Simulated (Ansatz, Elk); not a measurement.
# Tl2InF5: X-ray structure factors from the self-consistent density

The structure of Tl2InF5 used here is made up (a known structure type with other elements) and was relaxed beforehand with PBE. The aim is the Fourier transform of its all-electron density, F(hkl), set beside the sum over free spherical atoms that refinements use.

Program: Elk 11.2.3 (patched build). Level of theory: DFT, PBE, all-electron APW+lo, Dirac cores, scalar-relativistic bands, static density, no spin. Results are calculated unless marked as measured.

The structure was built from a prototype and need not be the compound's stable phase.

## (1) Set-up

The structure is tetragonal, space group P4/mmm (No. 123). The conventional cell has a = 6.464 Å, b = 6.464 Å, c = 4.247 Å, α = 90.00°, β = 90.00°, γ = 90.00°. Nearest to Tl lie 8 F at 3.13 Å. In has 6 F at 2.08 to 2.12 Å nearest. Nearest to F lie 1 In at 2.08 Å. Nearest to F lie 2 In at 2.12 Å. Farther neighbours and most contacts between anions are not listed.

## (2) Ground state and structure factors

An all-electron density is needed, since X-rays see the cores too. Task 0 finds the density and task 195 Fourier-transforms it; tshift is off so that phases refer to the origin typed.

elk.in

```
tasks
  0
  195

xctype
  20

spinpol
  .false.

rgkmax
  7.0

gmaxvr
  14.0

lmaxo
  7

lmaxapw
  8

swidth
  0.002

tshift
  .false.

ramdisk
  .false.

hmaxvr
  5.5

maxscl
  120

epspot
  1e-06

sppath
  './'

avec
  12.21451696131 0.00000000000 -0.00000000000
  0.00000000000 12.21451696131 -0.00000000000
  -0.00000000000 -0.00000000000 8.02611255397

atoms
  3
  'Tl.in'
  2
  0.5000000000 -0.0000000000 0.5000000000   0.000000 0.000000 0.000000
  -0.0000000000 0.5000000000 0.5000000000   0.000000 0.000000 0.000000
  'In.in'
  1
  -0.0000000000 -0.0000000000 -0.0000000000   0.000000 0.000000 0.000000
  'F.in'
  5
  0.2274825111 0.2274825111 -0.0000000000   0.000000 0.000000 0.000000
  -0.0000000000 -0.0000000000 0.5000000000   0.000000 0.000000 0.000000
  0.7725174889 0.2274825111 0.0000000000   0.000000 0.000000 0.000000
  0.2274825111 0.7725174889 0.0000000000   0.000000 0.000000 0.000000
  0.7725174889 0.7725174889 -0.0000000000   0.000000 0.000000 0.000000

ngridk
  4 4 5
```

Started as:

```sh
> OMP_NUM_THREADS=4 elk
```

Numbers of over 12 decimals in the logs are rounded to 6 here.

Output:

```text
┌─────────────────────────┐
│ Elk code version 11.2.3 │
└─────────────────────────┘

All units are atomic (Hartree, Bohr, etc.)

┌─────────────────────────────────────────────────┐
│ Ground-state run starting from atomic densities │
└─────────────────────────────────────────────────┘

Lattice vectors :
   12.21451696       0.000000000      -0.000000000
   0.000000000       12.21451696      -0.000000000
  -0.000000000      -0.000000000       8.026112554

Reciprocal lattice vectors :
  0.5144030932       0.000000000       0.000000000
   0.000000000      0.5144030932       0.000000000
   0.000000000       0.000000000      0.7828429099

Unit cell volume      :    1197.451244
Brillouin zone volume :   0.2071484869

Muffin-tin inner radius fraction :   0.1000000000E-01

Nuclei treated as point charges

Species : 1 (Tl)
 parameters loaded from : Tl.in
 name : thallium
 nuclear charge    :   -81.00000000
 electronic charge :    81.00000000
 atomic mass :    372567.9643
 muffin-tin radius :    2.800000000
 number of radial points in muffin-tin :   1393
 inner part over the whole radius :   0.9893942913E-02
 number on inner part of muffin-tin    :   1000
 approximate nuclear radius :   0.1043008296E-03
 number of mesh points to nuclear radius :    525
 atomic positions (lattice), magnetic fields (Cartesian) :
  1 :   0.50000000  0.00000000  0.50000000    0.00000000  0.00000000  0.00000000
  2 :   0.00000000  0.50000000  0.50000000    0.00000000  0.00000000  0.00000000

Species : 2 (In)
 parameters loaded from : In.in
 name : indium
 nuclear charge    :   -49.00000000
 electronic charge :    49.00000000
 atomic mass :    209300.4102
 muffin-tin radius :    2.192771176
 number of radial points in muffin-tin :   1193
 inner part over the whole radius :   0.9901652552E-02
 number on inner part of muffin-tin    :    846
 approximate nuclear radius :   0.8768807633E-04
 number of mesh points to nuclear radius :    432
 atomic positions (lattice), magnetic fields (Cartesian) :
  1 :   0.00000000  0.00000000  0.00000000    0.00000000  0.00000000  0.00000000

Species : 3 (F)
 parameters loaded from : F.in
 name : fluorine
 nuclear charge    :   -9.000000000
 electronic charge :    9.000000000
 atomic mass :    34631.97045
 muffin-tin radius :    1.686747058
 number of radial points in muffin-tin :    593
 inner part over the whole radius :   0.9977424186E-02
 number on inner part of muffin-tin    :    408
 approximate nuclear radius :   0.5278478738E-04
 number of mesh points to nuclear radius :    177
 atomic positions (lattice), magnetic fields (Cartesian) :
  1 :   0.22748251  0.22748251  0.00000000    0.00000000  0.00000000  0.00000000
  2 :   0.00000000  0.00000000  0.50000000    0.00000000  0.00000000  0.00000000
  3 :  -0.22748251  0.22748251  0.00000000    0.00000000  0.00000000  0.00000000
  4 :   0.22748251 -0.22748251  0.00000000    0.00000000  0.00000000  0.00000000
  5 :  -0.22748251 -0.22748251  0.00000000    0.00000000  0.00000000  0.00000000

Total number of atoms per unit cell :    8
Total muffin-tin volume :    328.5784810
 ratio of muffin-tin to unit cell volume :   0.2743982125

Spin treatment :
 spin-unpolarised

Number of Bravais lattice symmetries :   16
Number of crystal symmetries         :   16
Crystal has inversion symmetry
Real symmetric eigensolver will be used

k-point grid :      4     4     5
k-point offset :    0.000000000       0.000000000       0.000000000
k-point set is reduced with full crystal symmetry group
Total number of k-points :       18

Muffin-tin radius times maximum |G+k| :    7.000000000
 using average radius
Maximum |G+k| for APW functions       :    3.451143357
Maximum (1/2)|G+k|²                   :    5.955195235
Maximum |G| for potential and density :    14.00000000
Constant for pseudocharge density :   10
 order of it for each species :   17  17  17
 order of it for pair densities of each species (exact exchange by exxq0 0: 18) :   17  11   5
Radial integration step length :    1

[...]
correlation                 :     -14.096561273941
 electron entropic           :    -0.48241126048489E-11
 total energy                :     -46961.596978072

Density of states at Fermi energy :   0.4999868272E-07
 (states/Hartree/unit cell)

Estimated indirect band gap :   0.1241329455
 from k-point 1 to k-point 6
Estimated direct band gap   :   0.1423551994
 at k-point 6

Charges :
 core                        :    164.0000000
 valence                     :    92.00000000
 interstitial                :    8.222712745
 muffin-tins (core leakage)
  species : 1 (Tl)
[...]
species : 2 (In)
[...]
species : 3 (F)
[...]
total in muffin-tins        :    247.7772873
 total calculated charge     :    255.9972882
 total charge                :    256.0000000
 error                       :   0.2711767764E-02

RMS change in Kohn-Sham potential (target) :   0.8384339007     (  0.1000000000E-05)
Absolute change in total energy (target)   :   0.7142835938     (  0.1000000000E-03)

[... loops 3 to 15 left out ...]

┌──────────────────┐
│ Loop number : 16 │
└──────────────────┘

Energies :
 Fermi                       :    -0.17497821814759E-02
 sum of occupied eigenvalues :     -28876.633426911
 electron kinetic            :      53709.970467964
 core electron kinetic       :      52912.172732423
 Coulomb                     :     -99694.022141515
 Coulomb potential           :     -81310.969891473
 nuclear-nuclear             :     -3155.8090420657
 electron-nuclear            :     -111811.41120809
 Hartree                     :      15273.198108645
 Madelung                    :     -59038.537195779
 xc potential                :     -1275.6340034025
 exchange                    :     -961.87252755596
 correlation                 :     -14.098240005655
 electron entropic           :    -0.46374386231665E-11
 total energy                :     -46960.022441113

Density of states at Fermi energy :   0.4998831477E-07
 (states/Hartree/unit cell)

Estimated indirect band gap :   0.1430450349
 from k-point 1 to k-point 6
Estimated direct band gap   :   0.1531374145
 at k-point 6

Charges :
 core                        :    164.0000000
 valence                     :    92.00000000
 interstitial                :    9.003488894
 muffin-tins (core leakage)
  species : 1 (Tl)
[...]
species : 2 (In)
[...]
species : 3 (F)
[...]
total in muffin-tins        :    246.9965111
 total calculated charge     :    255.9972828
 total charge                :    256.0000000
 error                       :   0.2717189433E-02

RMS change in Kohn-Sham potential (target) :   0.1787876694E-06 (  0.1000000000E-05)
Absolute change in total energy (target)   :   0.7901071513E-04 (  0.1000000000E-03)

Convergence targets achieved

┌──────────────────┐
│ Loop number : 17 │
└──────────────────┘

Energies :
 Fermi                       :    -0.17497233926514E-02
 sum of occupied eigenvalues :     -28876.633419044
 electron kinetic            :      53709.970479095
 core electron kinetic       :      52912.172740626
 Coulomb                     :     -99694.022144309
 Coulomb potential           :     -81310.969894130
 nuclear-nuclear             :     -3155.8090420657
 electron-nuclear            :     -111811.41121008
 Hartree                     :      15273.198107833
 Madelung                    :     -59038.537197244
 xc potential                :     -1275.6340040093
 exchange                    :     -961.87252746546
 correlation                 :     -14.098240024626
 electron entropic           :    -0.46374339747846E-11
 total energy                :     -46960.022432704

Density of states at Fermi energy :   0.4998827344E-07
 (states/Hartree/unit cell)

Estimated indirect band gap :   0.1430449598
 from k-point 1 to k-point 6
Estimated direct band gap   :   0.1531373437
 at k-point 6

Charges :
 core                        :    164.0000000
 valence                     :    92.00000000
 interstitial                :    9.003489218
 muffin-tins (core leakage)
  species : 1 (Tl)
[...]
species : 2 (In)
[...]
species : 3 (F)
[...]
atom 3                    :    8.396820792     ( -0.2797576566E-06)
   atom 4                    :    8.396820792     ( -0.2797576566E-06)
   atom 5                    :    8.396820792     ( -0.2797576566E-06)
 total in muffin-tins        :    246.9965108
 total calculated charge     :    255.9972828
 total charge                :    256.0000000
 error                       :   0.2717189562E-02

┌──────────────────────────────┐
│ Self-consistent loop stopped │
└──────────────────────────────┘

Warning : core states of species 2 leak from the muffin-tin :   0.1275506125E-02

Wrote STATE.OUT
```

The job ended after 62 s (4 threads of Intel Xeon Platinum 8375C at 2.90GHz (Ice Lake), shared host; peak memory 0.41 GiB).

SFACRHO.OUT:

```text

h k l indices transformed by vhmat matrix:
   1.000000000       0.000000000       0.000000000    
   0.000000000       1.000000000       0.000000000    
   0.000000000       0.000000000       1.000000000    

      h      k      l  multipl.   |H|            Re(F)            Im(F)           |F|

      0      0      0      1   0.0000000       256.00001      0.17313060E-15   256.00001    
      1      0      0      4  0.51440309       60.202668      0.93476105E-14   60.202668    
      1     -1      0      4  0.72747583      -98.095251     -0.20382108E-15   98.095251    
      0      0      1      2  0.78284291      -81.250750      0.87063033E-13   81.250750    
      0     -1      1      8  0.93672491       39.507303      0.22849715E-13   39.507303    
     -2      0      0      4   1.0288062       165.22384      0.28562143E-13   165.22384    
     -1      1     -1      8   1.0686740       178.93470      0.34082592E-13   178.93470    
     -2      1      0      8   1.1502403       44.498001      0.28042832E-13   44.498001    
      0      2     -1      8   1.2927820      -132.45098     -0.76079163E-13   132.45098    
     -1     -2     -1     16   1.3913647       28.752382     -0.93476105E-14   28.752382    
     -2      2      0      4   1.4549517       203.75119      0.56786638E-16   203.75119    
      0      3      0      4   1.5432093       33.703827      0.14540727E-13   33.703827    
      0      0      2      2   1.5656858       200.57002     -0.15650098E-12   200.57002    
      3     -1      0      8   1.6266854      -88.671532      0.15319695E-13   88.671532    
     -1      0     -2      8   1.6480239       46.383313      0.55047040E-13   46.383313    
     -2     -2     -1      8   1.6521887      -76.990715     -0.69068456E-13   76.990715    
      1     -1      2      8   1.7264394      -85.523079      0.55043370E-13   85.523079    
      3      0      1      8   1.7304155       20.957107     -0.51931170E-15   20.957107
```

Elk indexes on the primitive cell of elk.in and gives |H| = 4π sin θ/λ in inverse bohr. Below, one row stands for each form hkl of the conventional cell (m members, Friedel mates merged), F is for one primitive cell and the density is static (no thermal factor). Free-atom factors are Waasmaier and Kirfel's, and R is Σm||F|−|F'||/Σm|F|.

```tsv
hkl	m	sin θ/λ (Å⁻¹)	abs F, DFT	neutral atoms	diff.	ions	diff.
100	4	0.077	60.203	60.154	+0.048	59.518	+0.685
110	4	0.109	98.095	98.345	-0.249	98.374	-0.279
001	2	0.118	81.251	82.220	-0.970	81.141	+0.110
101	8	0.141	39.507	39.786	-0.279	38.993	+0.515
200	4	0.155	165.224	166.123	-0.899	164.558	+0.666
111	8	0.161	178.935	179.256	-0.321	178.560	+0.375
210	8	0.173	44.498	44.525	-0.027	44.462	+0.036
201	8	0.194	132.451	131.558	+0.893	132.748	-0.297
211	16	0.209	28.752	29.008	-0.255	28.767	-0.014
220	4	0.219	203.751	203.081	+0.670	203.929	-0.178
300	4	0.232	33.704	33.803	-0.099	33.849	-0.145
002	2	0.235	200.570	200.004	+0.566	200.729	-0.159
310	8	0.245	88.671	88.831	-0.159	88.588	+0.083
102	8	0.248	46.383	46.101	+0.283	46.404	-0.020
```

The ions are Tl+, In3+ and F−, by formal charge.

## (3) The highest occupied states alone

An energy window below the Fermi level keeps the highest occupied states, to see at which angles they scatter; shallow core shells can lie inside it and anion s states outside. No new self-consistency is needed.

Changes to elk.in since step 2:

```diff
@@ -1,3 +1,2 @@
 tasks
-  0
   195
@@ -40,2 +39,5 @@
 
+wsfac
+  -0.369240 0.298250
+
 sppath
```

Started as:

```sh
> OMP_NUM_THREADS=4 elk
```

Output:

```text
┌─────────────────────────────────┐
│ Elk code version 11.2.3 started │
└─────────────────────────────────┘

Info(readinput): the functional depends on the density's gradient
 muffin-tin radial points multiplied by    2.00000
 (not where nrmtscf is given)

┌────────────────────┐
│ Current task : 195 │
└────────────────────┘
Info(checkmt): changed muffin-tin radius of species 2 (In) from   2.6000 to   2.1928
Info(checkmt): changed muffin-tin radius of species 3 (F) from   2.0000 to   1.6867

Info(sfacrho): density structure factors written to SFACRHO.OUT

 Energy window :  -0.3692400000      0.2982500000

┌──────────────────┐
│ Elk code stopped │
└──────────────────┘
```

It took 18 s on 4 threads; peak memory 0.25 GiB; 22 s of CPU time.

States within 10 eV below the Fermi level hold 54.00 electrons; any levels below the window count with the cores. Their amplitudes can exceed the total, where window and core parts have opposite phase:

```tsv
hkl	sin θ/λ (Å⁻¹)	abs F, window	abs F, all
100	0.077	9.172	60.203
110	0.109	12.775	98.095
001	0.118	3.087	81.251
101	0.141	1.315	39.507
200	0.155	3.236	165.224
111	0.161	10.847	178.935
210	0.173	2.227	44.498
201	0.194	28.273	132.451
211	0.209	4.848	28.752
220	0.219	24.834	203.751
```

## (4) Another functional

The difference from free atoms is small, so it is set against the change that PBEsol makes.

Changes to elk.in since step 3:

```diff
@@ -1,2 +1,3 @@
 tasks
+  0
   195
@@ -4,3 +5,3 @@
 xctype
-  20
+  22
 
@@ -39,5 +40,2 @@
 
-wsfac
-  -0.369240 0.298250
-
 sppath
```

Started as:

```sh
> OMP_NUM_THREADS=4 elk
```

Output:

```text
┌─────────────────────────┐
│ Elk code version 11.2.3 │
└─────────────────────────┘

All units are atomic (Hartree, Bohr, etc.)

┌─────────────────────────────────────────────────┐
│ Ground-state run starting from atomic densities │
└─────────────────────────────────────────────────┘

Lattice vectors :
   12.21451696       0.000000000      -0.000000000
   0.000000000       12.21451696      -0.000000000
  -0.000000000      -0.000000000       8.026112554

Reciprocal lattice vectors :
  0.5144030932       0.000000000       0.000000000
[...]
species : 1 (Tl)
[...]
species : 2 (In)
[...]
species : 3 (F)
[...]
atom 4                    :    8.381099414     ( -0.2796632628E-06)
   atom 5                    :    8.381099414     ( -0.2796632628E-06)
 total in muffin-tins        :    246.9155480
 total calculated charge     :    255.9972628
 total charge                :    256.0000000
 error                       :   0.2737234355E-02

┌──────────────────────────────┐
│ Self-consistent loop stopped │
└──────────────────────────────┘

Warning : core states of species 2 leak from the muffin-tin :   0.1290710346E-02

Wrote STATE.OUT
[key lines of the parts left out:]
total energy                :     -46944.893359633
```

Run time: 62 s. Hardware: 4 threads; peak memory 0.4 GiB; 2.8 min of CPU time.

Against the first run R = 0.02 %; the largest change is -0.101 at 002.

## (5) Basis size

The basis and the expansions that go with it are enlarged, to see whether the differences are converged.

Changes to elk.in since step 4:

```diff
@@ -5,3 +5,3 @@
 xctype
-  22
+  20
 
@@ -11,12 +11,12 @@
 rgkmax
-  7.0
+  8.5
 
 gmaxvr
-  14.0
+  18.0
 
 lmaxo
-  7
+  9
 
 lmaxapw
-  8
+  10
```

Started as:

```sh
> OMP_NUM_THREADS=4 elk
```

Output:

```text
┌─────────────────────────┐
│ Elk code version 11.2.3 │
└─────────────────────────┘

All units are atomic (Hartree, Bohr, etc.)

┌─────────────────────────────────────────────────┐
│ Ground-state run starting from atomic densities │
└─────────────────────────────────────────────────┘

Lattice vectors :
   12.21451696       0.000000000      -0.000000000
   0.000000000       12.21451696      -0.000000000
  -0.000000000      -0.000000000       8.026112554

Reciprocal lattice vectors :
  0.5144030932       0.000000000       0.000000000
[...]
species : 1 (Tl)
[...]
species : 2 (In)
[...]
species : 3 (F)
[...]
atom 4                    :    8.409989716     ( -0.2797547305E-06)
   atom 5                    :    8.409989716     ( -0.2797547305E-06)
 total in muffin-tins        :    247.0743010
 total calculated charge     :    255.9987481
 total charge                :    256.0000000
 error                       :   0.1251894915E-02

┌──────────────────────────────┐
│ Self-consistent loop stopped │
└──────────────────────────────┘

Warning : core states of species 2 leak from the muffin-tin :   0.1276410454E-02

Wrote STATE.OUT
[key lines of the parts left out:]
total energy                :     -46960.081162618
```

It took 3.6 min on 4 threads; peak memory 0.85 GiB.

Against the first run R = 0.01 %; the largest change is +0.028 at 400.

## (6) Settings against the effect

```tsv
run	R against the first run (%)	R against neutral atoms, low angle (%)	wall time
PBE, rgkmax 7	0.00	0.29	62 s
PBEsol	0.02	0.27	62 s
rgkmax 8.5 with larger expansions	0.01	0.30	3.6 min
```

## (7) What came out

```
R against neutral atoms, sin θ/λ < 0.3 Å⁻¹ : 0.29 %
R against neutral atoms, 0.3 to 0.65 Å⁻¹   : 0.11 %
R against ions, below 0.3 Å⁻¹              : 0.19 %
```

**Reading.** Independent neutral atoms miss the calculated amplitudes by R = 0.29 % below 0.3 Å⁻¹ and 0.11 % from there to 0.65 Å⁻¹; by shells, 0.48 % below 0.15 Å⁻¹ (4 forms), 0.28 % 0.15 to 0.3 (17 forms), 0.11 % 0.3 to 0.45 (34 forms), 0.11 % above 0.45 (94 forms). Bonding, aspherical density and the tables' own atoms all enter these figures, and the runs don't part them. The largest change of an amplitude is -0.97 electrons, at 001. Formal ions give R = 0.19 % at low angle, nearer than neutral atoms. The window's part falls from 54.0 electrons at the origin to at most 4.45 between 0.45 and 0.65 Å⁻¹, where compact states inside the window still scatter. The window holds more than the 44 outer electrons of the free atoms, so shallow core shells lie inside it. Below 0.3 Å⁻¹ the changes that finished (PBEsol and rgkmax 8.5 with larger expansions) move F by R = 0.03 % at most, against the 0.29 % that separates it from free atoms. The k-mesh has no finished test. Spin-orbit coupling is left out, which can matter for elements this heavy. Part of the difference isn't bonding: the tables are fits to free atoms and ions calculated by other methods than this functional. Thermal motion, anomalous dispersion and extinction are left out.

[Logs are printed without paths, hosts, clocks, repeated set-up lines and the standing remarks that a program may print on its own settings, such as how far it seeks lower states.]

[Hosts, paths, dates, database ids (printed as entryN), source tags and the programs' standing remarks are cut or masked in the printed files.]
